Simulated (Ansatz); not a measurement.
# How aqueous N(CH3)4+ and BF4- changes with salt concentration

How do pressure, forces, levels, charges and cost change as salt is added?

Computed with Ansatz 0.2.0: Kohn-Sham DFT, PBE+D3(BJ), PAW (set soft_2). Every run is a single point, with the atoms held where the recipe put them (cutoff of the plane-wave runs 420 eV, fixed occupations).

First member: 64 H2O, 1 N(CH3)4+, 1 BF4- placed at random, at 1.02 g/cm³; overlaps pushed apart, then 10 ps at 420 K with stiff harmonic cages for PF6 and BF4 with UFF radii; MMFF94 bonds, angles, torsions, charges and radii (Halgren, J. Comput. Chem. 17, 490 (1996)) in harmonic and 12-6 forms; SPC/E water (Berendsen, Grigera and Straatsma, J. Phys. Chem. 91, 6269 (1987)); charges of ions scaled by 0.85. Snapshot after 20 ps at 300 K and fixed volume.

Last member: 42 H2O, 4 N(CH3)4+, 4 BF4- placed at random, at 1.08 g/cm³; overlaps pushed apart, then 10 ps at 420 K with stiff harmonic cages for PF6 and BF4 with UFF radii; MMFF94 bonds, angles, torsions, charges and radii (Halgren, J. Comput. Chem. 17, 490 (1996)) in harmonic and 12-6 forms; SPC/E water (Berendsen, Grigera and Straatsma, J. Phys. Chem. 91, 6269 (1987)); charges of ions scaled by 0.85. Snapshot after 20 ps at 300 K and fixed volume.

The members:

```
salt concentration (mol/kg)    reduced formula  atoms  valence electrons  k-mesh        basis  density (g/cm³)
                       0.87      BH140C4NO64F4    214                576   1×1×1  plane waves             1.02
                       1.95    B2H138C8N2O57F8    215                584   1×1×1  plane waves             1.04
                       3.33  B3H136C12N3O50F12    216                592   1×1×1  plane waves             1.06
                       5.29     B2H66C8N2O21F8    214                592   1×1×1  plane waves             1.08
```

Each cell is one sample from a classical run, so sample-to-sample scatter enters every column; pressures lack the kinetic term, and hold the strain of bonds inside molecules, whose lengths the classical model set.

The input of the first member, without its atom lines; other members have their own cell and atoms, and may differ in mesh, basis and outputs:

```yaml
crystal:
  lattice:
    - [12.88883, 0.0, 0.0]
    - [0.0, 12.88883, 0.0]
    - [0.0, 0.0, 12.88883]
  atoms:
    [... 214 lines ...]
kpoints:
  mp_grid: { grid: [1, 1, 1] }
hamiltonian:
  xc: pbe
  dispersion: d3bj
scf:
  occupations: { method: fixed }
output:
  forces: true
  stress: true
  populations: true
  dos:
    method: { smearing: { sigma: 0.08 } }
    de: 0.1
    projected: { site_lists: { B: [B], C: [C], F: [F], H: [H], "N": ["N"] } }
  eigenvalues: true
  write_density: true
  write_potential: true
  volumetric_format: npy
```

Results; charges are mean Löwdin charges in e:

```
salt concentration (mol/kg)  pressure (GPa)  r.m.s. force (eV/Å)  gap (eV)   q(H)   q(C)   q(F)
                       0.87           -2.60                0.592                4.05  +0.38  -0.34  -0.35
                       1.95           -1.86                0.616                3.81  +0.36  -0.35  -0.34
                       3.33           -1.56                0.647                4.24  +0.34  -0.34  -0.36
                       5.29          -0.970                0.668                4.41  +0.33  -0.35  -0.35
```

The gap is that between the highest filled and lowest empty Kohn-Sham level on the run's k-points, and semilocal functionals tend to put gaps under measured ones. The projection misses up to 0.031 e an atom, so the charges add up to more than the cell's charge. Each mean runs over all atoms of an element, whatever their surroundings.

Cost on 8 threads of Arm Neoverse V2, shared host:

```
salt concentration (mol/kg)  atoms              basis  k-mesh  SCF cycles  time  host memory (GiB)  Δ force from the first basis (meV/Å)
                       0.87    214        plane waves   1×1×1           9  23 s                3.2                                     -
                       0.87    214  support functions   1×1×1          12  67 s                5.3                                    12
                       1.95    215        plane waves   1×1×1           9  22 s                3.2                                     -
                       1.95    215  support functions   1×1×1          13  67 s                5.4                                    11
                       3.33    216        plane waves   1×1×1           9  22 s                3.2                                     -
                       3.33    216  support functions   1×1×1          12  65 s                5.4                                    11
                       5.29    214        plane waves   1×1×1           9  21 s                3.2                                     -
                       5.29    214  support functions   1×1×1          13  66 s                5.4                                   9.9
```

The force difference holds the basis error of the plane-wave run too, whose cutoff is lower than the one behind the functions' grid. Times include the outputs that each run asked for, on hosts shared with other jobs.

The gap is lowest at 1.95 mol/kg (3.81 eV) and highest at 5.29 mol/kg (4.41 eV); in single samples it varies with the configuration. The pressure goes steadily from -2.6 GPa at 0.87 to -0.97 GPa at 5.29 mol/kg; the recipes set unlike densities, and the bond lengths of the classical model enter the pressure too. Support functions take 2.9 to 3.1 times the wall time of plane waves (the times hold unlike extra outputs; shared hosts, so rough).

**Limits.** The network of contacts between molecules at the start is that of the classical potential that made the cell, and needn't be the one that DFT or experiment would give. For 3 of the 4 members: the concentration wasn't checked against solubility and may exceed it.

[Logs are printed without paths, hosts, clocks, repeated set-up lines and the standing remarks that a program may print on its own settings, such as how far it seeks lower states.]

[Hosts, paths, dates, database ids (printed as entryN), source tags and the programs' standing remarks are cut or masked in the printed files.]

[The MMFF94 radii named for the starting cell were scaled by 0.96; in molecules described by MMFF94, hydrogen bound to N, O or S took a small fixed 12-6 site in their place.]
